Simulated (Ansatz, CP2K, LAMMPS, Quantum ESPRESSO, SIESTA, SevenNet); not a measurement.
# Amorphous 46SiO2-54Al2O3 (mol %) (114 atoms): one relaxed cell, several methods

What does relaxation change in amorphous 46SiO2-54Al2O3 (mol %) (114 atoms), and how far do other programs agree with plane waves on the relaxed cell?

All numbers are calculated, not measured.

## (1) The cell

The cell holds 114 atoms (13 Si, 30 Al and 71 O), with edges of 11.25, 11.25 and 11.25 Å. Recipe: 114 atoms (13 Si, 30 Al, 71 O) placed at random at 2.7 g/cm³, melted at 5000 K for 10 ps at fixed volume with the Morse and Coulomb pair potential with partial charges (Pedone, Malavasi, Menziani, Cormack and Segre, J. Phys. Chem. B 110, 11780 (2006)). Quenched from 5000 K to 300 K at 50 K/ps and fixed volume, held 5 ps, then minimised at fixed cell. Then the atoms were relaxed with SevenNet l3i5 in the fixed cell. Then the atoms were relaxed with CP2K double zeta, PBE.

## (2) The relaxation

CP2K double zeta (DZVP-MOLOPT-SR, GTH-PBE potentials, 480 Ry; k-points Γ) took 19 geometry steps and reached its thresholds. It started from the geometry that SevenNet l3i5 had relaxed.

The job ended after 13 min (4 MPI ranks of Intel Xeon Platinum 8488C (Sapphire Rapids), shared host; peak memory 2.7 GiB).

```
                                 before           after
      energy (meV/atom)               0            -1.7
Al-O bonds under 2.27 Å  128 at 1.820 Å  128 at 1.820 Å
Si-O bonds under 2.12 Å   52 at 1.641 Å   52 at 1.642 Å
```

Atoms moved by 0.03 Å r.m.s. and 0.05 Å at most, with the common shift taken off.

## (3) Local order after relaxation

Density 2.70 g/cm³, 12.48 Å³ an atom.

Pair distribution functions g(r), in bins of 0.2 Å:

```
r (Å)  total   O-O  O-Al  O-Si  Al-Al  Al-Si  Si-Si
 1.50   0.35  0.00  0.00  2.47   0.00   0.00   0.00
 1.70   3.08  0.00  5.32  9.36   0.00   0.00   0.00
 1.90   1.54  0.00  4.70  0.00   0.00   0.00   0.00
 2.10   0.10  0.00  0.31  0.00   0.00   0.00   0.00
 2.30   0.02  0.00  0.05  0.00   0.00   0.00   0.00
 2.50   0.45  1.13  0.04  0.00   0.00   0.00   0.00
 2.70   1.54  3.42  0.22  0.00   1.86   0.19   0.00
 2.90   1.17  2.19  0.34  0.00   1.65   1.02   2.38
 3.10   1.14  1.44  0.36  0.44   2.35   2.96   4.94
 3.30   1.11  0.89  0.85  0.90   3.13   2.17   0.65
 3.50   0.77  0.44  1.04  1.00   1.47   0.12   0.00
 3.70   0.85  0.51  1.13  1.56   0.46   0.52   0.00
 3.90   0.97  0.58  1.49  1.48   0.17   0.67   0.00
 4.10   0.97  0.50  1.42  1.57   0.74   0.69   0.00
 4.30   1.17  0.70  1.71  1.52   0.75   1.10   0.00
 4.50   1.18  0.96  1.44  1.16   0.93   0.93   4.00
 4.70   1.00  1.21  0.92  0.70   0.85   0.92   1.21
 4.90   0.94  1.34  0.62  0.46   1.15   1.08   0.84
 5.10   1.04  1.57  0.65  0.52   1.06   0.78   1.83
 5.30   1.00  1.37  0.64  0.77   0.80   1.24   1.66
 5.50   0.98  1.04  0.78  1.18   1.37   0.92   0.87
```

Bonds by pair of elements; cutoffs follow the first minimum of g(r), held within bounds set by covalent radii, and pairs that aren't listed don't count as bonded:

```
pair A-B  cutoff (Å)  bonds  mean length (Å)  spread (Å)  shortest (Å)  B about A  A about B
    O-Al        2.27    128             1.82       0.092          1.66       1.80       4.27
    O-Si        2.12     52             1.64       0.049          1.56      0.732          4
```

How many atoms have how many bonded neighbours:

```
element  mean   2   3   4  5
     Al  4.27   0   0  22  8
      O  2.54  34  36   1  0
     Si     4   0   0  13  0
```

Bond angles (no mean is given where the spread exceeds 20°):

```
  angle  count  mean (°)  spread (°)
 O-Al-O    212       108          19
Al-O-Al     91       119        19.5
 O-Si-O     78       109         6.1
Al-O-Si     46       132          19
Si-O-Si     11       136        14.4
```

Oxygen atoms by the number of network formers (Si, P, Ge, B, Al, As, Ga) bound to them:

```
network formers bound to O  O atoms  per cent
                         0        0         0
                         1        0         0
                         2       34      47.9
                         3       36      50.7
                         4        1       1.4
```

Network units: each former by its oxygen neighbours and how many of them bridge to another former:

```
former  O neighbours  bridging O  atoms
    Si             4           4     13
    Al             4           4     22
    Al             5           5      8
```

Bond length by coordination (bonds to H left out):

```
element  coordination  atoms  mean bond length (Å)
     Al             4     22                  1.79
     Al             5      8                  1.88
      O             2     34                  1.67
      O             3     36                  1.83
      O             4      1                  1.92
```

Rings of the network by King's shortest-path rule, up to 12 atoms, one path for each pair of neighbours; H, halogens, alkali and alkaline-earth atoms are left out, and the last column divides by all other atoms, bonded or not:

```
ring size (atoms)  rings  per network atom
                4     12             0.105
                6     27             0.237
                8     47             0.412
               10     52             0.456
               12     21             0.184
```

First main peaks of g(r), for some of the pairs, lie near 2.7 Å (O-O), 1.8 Å (O-Al), 1.6 Å (O-Si), 3.2 Å (Al-Si) and 3.0 Å (Si-Si). By these cutoffs 73 % of Al atoms have 4, 51 % of O atoms have 3 and all Si atoms have 4 bonded neighbours. 48 % of the oxygens bridge two formers (Si and Al) and 0 % are non-bridging; 51 % join three; 1 % join four. The commonest Al unit has 4 oxygens, 4 of them shared with other formers (22 of 30 atoms). Rings of 10 atoms are the most common (33 % of those counted); sizes run from 4 to 12, where the search stops.

## (4) The plane-wave reference

Quantum ESPRESSO 7.5: Kohn-Sham DFT, PBE, SSSP efficiency 1.3.0 pseudopotentials, plane waves. Its input for the relaxed cell:

```
&control
  calculation = 'scf'
  pseudo_dir = './pseudo'
  outdir = './tmp'
  disk_io = 'none'
  tprnfor = .true.
  tstress = .true.
/
&system
  ibrav = 0
  nat = 114
  ntyp = 3
  ecutwfc = 60
  ecutrho = 480
  nosym = .true.
  occupations = 'smearing'
  smearing = 'fd'
  degauss = 0.003675
/
&electrons
  conv_thr = 5.7e-07
  electron_maxstep = 100
  mixing_beta = 0.4
  mixing_mode = 'plain'
  diagonalization = 'david'
/
ATOMIC_SPECIES
Si 28.085 Si.upf
Al 26.982 Al.upf
O 15.999 O.upf
CELL_PARAMETERS angstrom
11.24580 0.00000 0.00000
0.00000 11.24580 0.00000
0.00000 0.00000 11.24580
ATOMIC_POSITIONS crystal
Si 0.60738 0.45129 0.71408
Si 0.54112 0.12849 0.30453
Si 0.59954 0.60960 0.93506
[... 109 atom lines left out ...]
O 0.32606 0.09290 0.85402
O 0.18661 0.48787 0.90717
K_POINTS gamma
```

Run time: 3.9 min. Hardware: 4 MPI ranks of Intel Xeon Platinum 8488C (Sapphire Rapids), shared host; peak memory 5 GiB.

## (5) Side by side

CPU times are from a shared host and are rough.

```
                level                    basis or training data  k-points  own r.m.s. force (meV/Å)  difference from the reference (meV/Å)  pressure (GPa)  Kohn-Sham gap (eV)  CPU time  memory (GiB)
              QE, PBE   plane waves, SSSP efficiency, 60/480 Ry         Γ                       100                                      -            1.23                3.34    16 min           5.0
CP2K triple zeta, PBE     TZV2P-UZH, GTH-PBE potentials, 600 Ry         Γ                       102                                     87           -0.62                3.31    22 min           7.6
      SIESTA DZP, PBE  DZP orbitals, shift 0.01 Ry, mesh 400 Ry         Γ                       165                                    141            3.93                3.33   8.6 min           3.0
        SevenNet l3i5        trained on PBE(+U) plane-wave data         -                       103                                     40            0.87                   -      12 s           1.9
```

The gap is the spacing of the highest filled and lowest empty Kohn-Sham level on the mesh; a dash marks partly filled levels, a spacing under 0.15 eV or a method without such levels.

## (6) Outcome

Relaxation in the fixed cell lowers the energy by 2 meV/atom at its own level and moves atoms by up to 0.05 Å. The reference finds an r.m.s. force of 100 meV/Å there and a pressure of 1.23 GPa, at a geometry that CP2K double zeta made. Forces differ from the reference's by 40 meV/Å (SevenNet l3i5), 87 meV/Å (CP2K triple zeta, PBE) and 141 meV/Å (SIESTA DZP, PBE).

CP2K double zeta is at its own minimum here, so the reference's force is itself a measure of how the two differ. Pressures lie -0.4 GPa (SevenNet l3i5), -1.8 GPa (CP2K triple zeta, PBE) and +2.7 GPa (SIESTA DZP, PBE) from the reference's. The highest filled and lowest empty levels lie 3.34 eV apart in the reference, against 3.31 eV in CP2K triple zeta, PBE and 3.33 eV in SIESTA DZP, PBE. By these cutoffs 73 % of Al atoms have 4, 51 % of O atoms have 3 and all Si atoms have 4 bonded neighbours. 48 % of the oxygens bridge two formers (Si and Al) and 0 % are non-bridging; 51 % join three; 1 % join four.

Caveats: The density was set by the recipe and held. One sample of a disordered cell; defect or tail levels can set the gap. Gaps are read on the mesh, which holds the band edges only if they fold onto it, and semilocal functionals tend to put them under measured ones. The quench rate of 50 K/ps is many orders above laboratory rates, so the cell is likely richer in defects and strain than a real sample. The reference samples only Γ, in a cell whose shortest periodic width is 11 Å. The plane-wave runs aren't exact: their cutoffs and mesh weren't converged further here. SIESTA's automatically made basis is far from complete, and its potentials were converted by us (checked for H, C, O, Si, Ge and Ca alone). Where levels are smeared, the DFT runs use Fermi–Dirac occupations at 580 K (0.05 eV), and energies are free energies.

[Logs are printed without paths, hosts, clocks, repeated set-up lines and the standing remarks that a program may print on its own settings, such as how far it seeks lower states.]

[Hosts, paths, dates, database ids (printed as entryN), source tags and the programs' standing remarks are cut or masked in the printed files.]
